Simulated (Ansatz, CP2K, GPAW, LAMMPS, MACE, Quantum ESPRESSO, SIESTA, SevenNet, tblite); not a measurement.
# Running glassy 38BaO-62TiO2 (mol %) (110 atoms) with Quantum ESPRESSO

Wanted: Quantum ESPRESSO inputs and outputs for glassy 38BaO-62TiO2 (mol %) (110 atoms), checked against a plane-wave reference.

Main program and level: Quantum ESPRESSO 7.5; the method is named at each step.

### Step 1. The structure

The cell holds 110 atoms: 16 Ba, 26 Ti and 68 O. Cell: a = 11.965 Å, b = 11.965 Å, c = 11.965 Å, α = 90.0°, β = 90.0°, γ = 90.0°. 110 atoms (16 Ba, 26 Ti, 68 O) placed at random at 4.67 g/cm³, melted at 4000 K for 10 ps at fixed volume with the Morse and Coulomb pair potential with partial charges (Pedone, Malavasi, Menziani, Cormack and Segre, J. Phys. Chem. B 110, 11780 (2006)). Quenched from 4000 K to 300 K at 20 K/ps and fixed volume, held 10 ps at zero pressure, then minimised at fixed cell.

The yardstick, on the same geometry:

| Property | Result |
| --- | --- |
| method | Kohn-Sham DFT, PBE, PAW, plane waves (Ansatz 0.2.0); cutoff 420 eV, Γ point, fermi-dirac smearing of 0.05 eV; PAW set soft_2 |
| r.m.s. force component | 0.7786 eV/Å |
| longest force | 2.495 eV/Å |
| pressure | 4.206 GPa |
| gap (highest filled to lowest empty level) | 2.506 eV |
| SCF cycles | 12 |
| time | 43 s on 4 threads of Arm Neoverse V2, shared host |
| CPU time | 2.8 min |

### Step 2. PBE, sssp-1.3.0-efficiency, 60/480 Ry

Method: Kohn-Sham DFT, PBE, SSSP efficiency 1.3.0 pseudopotentials, plane waves.

The input, pw.in:

```
&control
  calculation = 'scf'
  pseudo_dir = './pseudo'
  outdir = './tmp'
  disk_io = 'none'
  tprnfor = .true.
  tstress = .true.
/
&system
  ibrav = 0
  nat = 110
  ntyp = 3
  ecutwfc = 60
  ecutrho = 480
  nosym = .true.
  occupations = 'smearing'
  smearing = 'fd'
  degauss = 0.003675
/
&electrons
  conv_thr = 5.5e-07
  electron_maxstep = 100
  mixing_beta = 0.4
  mixing_mode = 'plain'
  diagonalization = 'david'
/
ATOMIC_SPECIES
Ba 137.327 Ba.upf
Ti 47.867 Ti.upf
O 15.999 O.upf
CELL_PARAMETERS angstrom
11.96473 0.00000 0.00000
0.00000 11.96473 0.00000
0.00000 0.00000 11.96473
ATOMIC_POSITIONS crystal
Ba 0.74642 0.93633 0.84249
Ba 0.88062 0.42961 0.18260
Ba 0.20468 0.51721 0.08531
Ba 0.11196 0.78701 0.25189
Ba 0.83259 0.47316 0.88870
Ba 0.38122 0.13444 0.03247
Ba 0.41805 0.68920 0.30430
Ba 0.32903 0.48675 0.53646
Ba 0.07318 0.82696 0.78451
Ba 0.57237 0.48218 0.71694
Ba 0.68925 0.18943 0.39295
Ba 0.90689 0.20043 0.80684
Ba 0.07751 0.47833 0.77822
Ba 0.60482 0.14404 0.69957
Ba 0.07648 0.24566 0.54449
Ba 0.57071 0.92648 0.08641
Ti 0.87943 0.98658 0.54362
Ti 0.52685 0.78903 0.64279
Ti 0.34349 0.99709 0.29223
Ti 0.60359 0.90168 0.39510
Ti 0.61246 0.29359 0.94940
Ti 0.78582 0.15100 0.10380
Ti 0.01490 0.98505 0.03401
Ti 0.19290 0.95208 0.55000
Ti 0.88192 0.72433 0.98096
Ti 0.07949 0.52007 0.37483
Ti 0.46750 0.37352 0.19439
Ti 0.33420 0.30854 0.79914
Ti 0.10503 0.66391 0.57269
Ti 0.37044 0.20017 0.54108
Ti 0.63251 0.49478 0.39141
Ti 0.97787 0.10193 0.29951
Ti 0.33027 0.63684 0.79686
Ti 0.36831 0.97705 0.78472
Ti 0.12135 0.25074 0.99692
Ti 0.81387 0.70667 0.67206
Ti 0.53209 0.57794 0.01668
Ti 0.21715 0.26403 0.29129
Ti 0.88880 0.74545 0.40266
Ti 0.72546 0.70640 0.18046
Ti 0.84660 0.45476 0.55845
Ti 0.28418 0.83234 0.02123
O 0.79528 0.69004 0.50182
O 0.76483 0.81414 0.05765
O 0.78913 0.54520 0.66768
O 0.00482 0.63504 0.95302
O 0.11921 0.37656 0.34148
O 0.34361 0.93047 0.15559
O 0.10747 0.51181 0.54001
O 0.56099 0.38719 0.30997
O 0.29668 0.27799 0.43986
O 0.50283 0.15086 0.50481
O 0.85747 0.73651 0.25974
O 0.71398 0.41548 0.49056
O 0.25155 0.93382 0.39014
O 0.88667 0.19297 0.21465
[... 50 atom lines left out ...]
O 0.87144 0.07123 0.01078
O 0.28126 0.08184 0.55401
O 0.90342 0.10762 0.42978
O 0.25760 0.92717 0.70298
K_POINTS gamma
```

Command:

```sh
> OMP_NUM_THREADS=1 pw.x -in pw.in > output.txt
```

Log:

```text
Program PWSCF
     gamma-point specific algorithms are used
     sticks:   dense  smooth     PW     G-vecs:    dense   smooth      PW
     Sum       19525    9753   2441              2052625   725735   90687
     bravais-lattice index     =            0
     lattice parameter (alat)  =      22.6101  a.u.
     unit-cell volume          =   11558.6020 (a.u.)^3
     number of atoms/cell      =          110
     number of atomic types    =            3
     number of electrons       =       880.00
     number of Kohn-Sham states=          528
     kinetic-energy cutoff     =      60.0000  Ry
     charge density cutoff     =     480.0000  Ry
     scf convergence threshold =      5.5E-07
     mixing beta               =       0.4000
     number of iterations used =            8  plain     mixing
     Exchange-correlation= SLA  PW   PBX  PBC
                           (   1   4   3   4   0   0   0)
     crystal axes: (cart. coord. in units of alat)
               a(1) = (   1.000000   0.000000   0.000000 )
               a(2) = (   0.000000   1.000000   0.000000 )
               a(3) = (   0.000000   0.000000   1.000000 )
     reciprocal axes: (cart. coord. in units 2 pi/alat)
               b(1) = (  1.000000  0.000000  0.000000 )
               b(2) = (  0.000000  1.000000  0.000000 )
               b(3) = (  0.000000  0.000000  1.000000 )
     PseudoPot. # 1 for Ba:
     Pseudo is Projector augmented-wave + core cor, Zval = 10.0
     PseudoPot. # 2 for Ti:
     Pseudo is Ultrasoft + core correction, Zval = 12.0
     PseudoPot. # 3 for O :
     Pseudo is Projector augmented-wave + core cor, Zval =  6.0
     atomic species   valence    mass     pseudopotential
     Ba               10.00   137.32700     Ba( 1.00)
     Ti               12.00    47.86700     Ti( 1.00)
     O                 6.00    15.99900     O ( 1.00)
     No symmetry found
   Cartesian axes
     number of k points=     1  Fermi-Dirac smearing, width (Ry)=  0.0037
                       cart. coord. in units 2pi/alat
        k(    1) = (   0.0000000   0.0000000   0.0000000), wk =   2.0000000
     Dense  grid:  1026313 G-vectors     FFT dimensions: ( 160, 160, 160)
     Smooth grid:   362868 G-vectors     FFT dimensions: ( 120, 120, 120)
     Check: negative core charge=   -0.000004
     Initial potential from superposition of free atoms
     starting charge     853.7267, renormalised to     880.0000
     negative rho (up, down):  3.607E-02 0.000E+00
     Starting wfcs are  612 randomized atomic wfcs
     Self-consistent Calculation
     iteration #  1     ecut=    60.00 Ry     beta= 0.40
     negative rho (up, down):  1.600E-01 0.000E+00
     total energy              =  -12920.20232552 Ry
     estimated scf accuracy    <      22.97737843 Ry
     iteration #  2     ecut=    60.00 Ry     beta= 0.40
     negative rho (up, down):  2.800E-01 0.000E+00
     total energy              =  -12923.94254249 Ry
     estimated scf accuracy    <      11.78212235 Ry
     iteration #  3     ecut=    60.00 Ry     beta= 0.40
     negative rho (up, down):  4.211E-01 0.000E+00
     total energy              =  -12926.41103246 Ry
     estimated scf accuracy    <       1.45977396 Ry
     iteration #  4     ecut=    60.00 Ry     beta= 0.40
     negative rho (up, down):  4.270E-01 0.000E+00
     total energy              =  -12926.56596807 Ry
     estimated scf accuracy    <       0.31394239 Ry
     iteration #  5     ecut=    60.00 Ry     beta= 0.40
     negative rho (up, down):  3.324E-01 0.000E+00
     total energy              =  -12926.60795274 Ry
     estimated scf accuracy    <       0.13693913 Ry
     iteration #  6     ecut=    60.00 Ry     beta= 0.40
[...]
total energy              =  -12926.62090489 Ry
     estimated scf accuracy    <       0.08485790 Ry
[...]
total energy              =  -12926.63358895 Ry
[...]
iteration # 17     ecut=    60.00 Ry     beta= 0.40
[...]
total energy              =  -12926.63358989 Ry
     estimated scf accuracy    <       0.00000163 Ry
     iteration # 18     ecut=    60.00 Ry     beta= 0.40
[...]
total energy              =  -12926.63358987 Ry
     estimated scf accuracy    <       0.00000070 Ry
     iteration # 19     ecut=    60.00 Ry     beta= 0.40
     negative rho (up, down):  3.318E-02 0.000E+00
     End of self-consistent calculation
          k = 0.0000 0.0000 0.0000 ( 45344 PWs)   bands (ev):
   -49.6216 -49.5904 -49.5460 -49.5358 -49.3604 -49.3404 -49.2873 -49.2695
   -49.1850 -49.1354 -49.1251 -49.0974 -48.8916 -48.8012 -48.7852 -48.7776
   -48.7156 -48.6642 -48.5951 -48.5703 -48.5590 -48.5198 -48.4354 -48.3497
   -48.0917 -47.8621 -26.0075 -25.9645 -25.9308 -25.8965 -25.8542 -25.8377
   -25.8246 -25.8239 -25.7913 -25.7873 -25.7857 -25.7593 -25.7473 -25.6893
   -25.6661 -25.6303 -25.6235 -25.6205 -25.6189 -25.5914 -25.5826 -25.5743
[...]
11.5712  11.5998  11.6153  11.6334  11.6542  11.6701  11.6864  11.7265
    11.7573  11.7615  11.7981  11.7987  11.8185  11.8413  11.8661  11.8903
    11.9232  11.9680  11.9790  12.0063  12.0330  12.0469  12.0751  12.1188
     the Fermi energy is     8.3299 ev
!    total energy              =  -12926.63358998 Ry
     estimated scf accuracy    <       0.00000052 Ry
     smearing contrib. (-TS)   =      -0.00000000 Ry
     internal energy E=F+TS    =  -12926.63358998 Ry
     The total energy is F=E-TS. E is the sum of the following terms:
     one-electron contribution =   -3302.54790059 Ry
     hartree contribution      =    2075.44439769 Ry
     xc contribution           =   -1302.55454564 Ry
     ewald contribution        =   -3750.59802979 Ry
     one-center paw contrib.   =   -6646.37751164 Ry
     convergence has been achieved in  19 iterations
     negative rho (up, down):  3.318E-02 0.000E+00
     Forces acting on atoms (cartesian axes, Ry/au):
     atom    1 type  1   force =     0.01993337   -0.03856440    0.00535575
     atom    2 type  1   force =     0.00138343    0.01764214    0.03154130
     atom    3 type  1   force =     0.00754488    0.00621477    0.01320478
     atom    4 type  1   force =    -0.00848802    0.00306442    0.01882353
     atom    5 type  1   force =    -0.05290381    0.02542112    0.01731462
     atom    6 type  1   force =    -0.01249570    0.01758747   -0.01209953
[...]
atom  108 type  3   force =    -0.03522281   -0.02109944    0.01106929
     atom  109 type  3   force =    -0.02834210    0.01322484    0.03979738
     atom  110 type  3   force =    -0.06309809   -0.02541567   -0.02963142
     Total force =     0.542461     Total SCF correction =     0.000551
     Computing stress (Cartesian axis) and pressure
     negative rho (up, down):  3.318E-02 0.000E+00
          total   stress  (Ry/bohr**3)                   (kbar)     P=       41.35
   0.00033298   0.00004929   0.00003119           48.98        7.25        4.59
   0.00004929   0.00032626  -0.00002566            7.25       47.99       -3.77
   0.00003119  -0.00002566   0.00018396            4.59       -3.77       27.06
     Message from routine punch:
     Nothing written, as per user request (disk_io='none')
```

Wall time 36 min (1 thread of Arm Neoverse V2, shared host); peak memory 5.7 GiB.

Banners, paths, timers and routine set-up lines are dropped from the logs unmarked, and long logs keep their key lines alone; longer cuts are marked.

Compared with the plane-wave run:

| Property | Result |
| --- | --- |
| r.m.s. force component | 0.7678 eV/Å |
| r.m.s. difference of force components | 19.8 meV/Å |
| longest difference of force vectors | 102.8 meV/Å |
| force difference over r.m.s. force | 2.543 % |
| slope of forces against the reference's | 0.9858 |
| correlation of force components | 0.9998 |
| gap (highest filled to lowest empty level) | 2.497 eV |
| gap difference | -0.0094 eV |
| pressure | 4.134 GPa |
| pressure difference | -0.0717 GPa |

Length of the force difference by element (eV/Å):

```
element  atoms   mean   most
     Ba     16  0.033  0.058
      O     68  0.034   0.10
     Ti     26  0.013  0.031
```

Levels nearest the highest filled one (eV from it): -0.46, -0.44, -0.41, -0.39, -0.38, -0.33, -0.27, -0.25, -0.17, -0.14, -0.04, 0.00, 2.50, 2.62, 2.70, 2.71, 2.73, 2.80, 2.84, 2.86, 2.88, 2.89, 2.90, 3.00.

Local excerpt of 13 atoms (numbers count through the whole input) about O105, which bears the longest force; x, y, z are measured from there.

| atom | x | y | z | distance (Å) | bonds | Fx | Fy | Fz (eV/Å) |
| --- | --- | --- | --- | --- | --- | --- | --- | --- |
| O105 | 0.00 | 0.00 | 0.00 | 0.00 | 5 | -1.67 | 1.62 | -0.72 |
| Ti35 | 1.27 | -1.10 | 0.51 | 1.76 | 4 | 0.17 | -0.47 | 0.63 |
| Ba13 | 0.75 | 1.62 | -2.10 | 2.76 | 8 | 1.49 | 0.17 | -0.85 |
| Ba12 | -1.29 | -1.70 | -1.76 | 2.77 | 6 | -0.16 | -0.30 | 0.34 |
| Ba5 | -2.18 | 1.56 | -0.78 | 2.79 | 9 | -1.36 | 0.65 | 0.45 |
| O79 | 2.82 | -0.53 | -0.16 | 2.88 | 4 | 1.33 | 0.37 | 0.11 |
| O86 | 0.84 | -2.79 | 0.13 | 2.92 | 3 | -0.36 | -1.51 | -1.19 |
| O88 | 1.54 | -1.06 | 2.24 | 2.92 | 3 | 0.28 | 0.59 | 1.19 |
| Ba2 | -1.61 | 1.04 | 2.74 | 3.34 | 7 | 0.04 | 0.45 | 0.81 |
| O102 | -3.15 | -0.75 | 1.02 | 3.39 | 4 | 0.32 | 2.21 | -0.29 |
| Ba3 | 2.27 | 2.09 | 1.57 | 3.46 | 7 | 0.19 | 0.16 | 0.34 |
| O46 | -0.12 | 3.50 | -0.01 | 3.50 | 5 | 0.23 | -0.41 | -0.03 |
| O98 | 2.19 | -0.63 | -2.72 | 3.55 | 3 | -0.58 | 0.40 | -0.20 |

Forces lie 2.5 % from the reference's, at 13 times its CPU time (on 1 against 4 cores).

### Step 3. What came out

```
force difference from the reference : QE PBE, sssp-1.3.0-efficiency, 60/480 Ry, 2.5 %
its CPU time                        : 36 min
```

**Reading.** PBE on plane waves or a grid with other potentials, cutoffs or grids differs from the reference by 2.5 % (QE PBE, sssp-1.3.0-efficiency, 60/480 Ry) of the r.m.s. force; this holds the reference's own error, so differences of a few per cent don't tell which side is nearer the exact PBE result (QE's 60 Ry are 816 eV, against the reference's 420 eV). PBE gaps agree with the reference's 2.51 eV within 0.010 eV. The quench rate of 20 K/ps is many orders above laboratory rates, so the cell is likely richer in defects and strain than a real sample. The network of bonds at the start is that of the classical potential that made the cell, and needn't be the one that DFT or experiment would give. The reference's pressure of 4.2 GPa belongs to a cell and atoms that aren't relaxed at this level. The electronic-structure runs sample only Γ, in a cell whose shortest periodic width is 12 Å. Spin–orbit coupling is left out, which matters for the levels of the heavy elements.

[Also dropped from logs without a mark: logging warnings of Python, and SIESTA's first energy breakdown and zero terms.]

[Logs are printed without paths, hosts, clocks, repeated set-up lines and the standing remarks that a program may print on its own settings, such as how far it seeks lower states.]

[Hosts, paths, dates, database ids (printed as entryN), source tags and the programs' standing remarks are cut or masked in the printed files.]
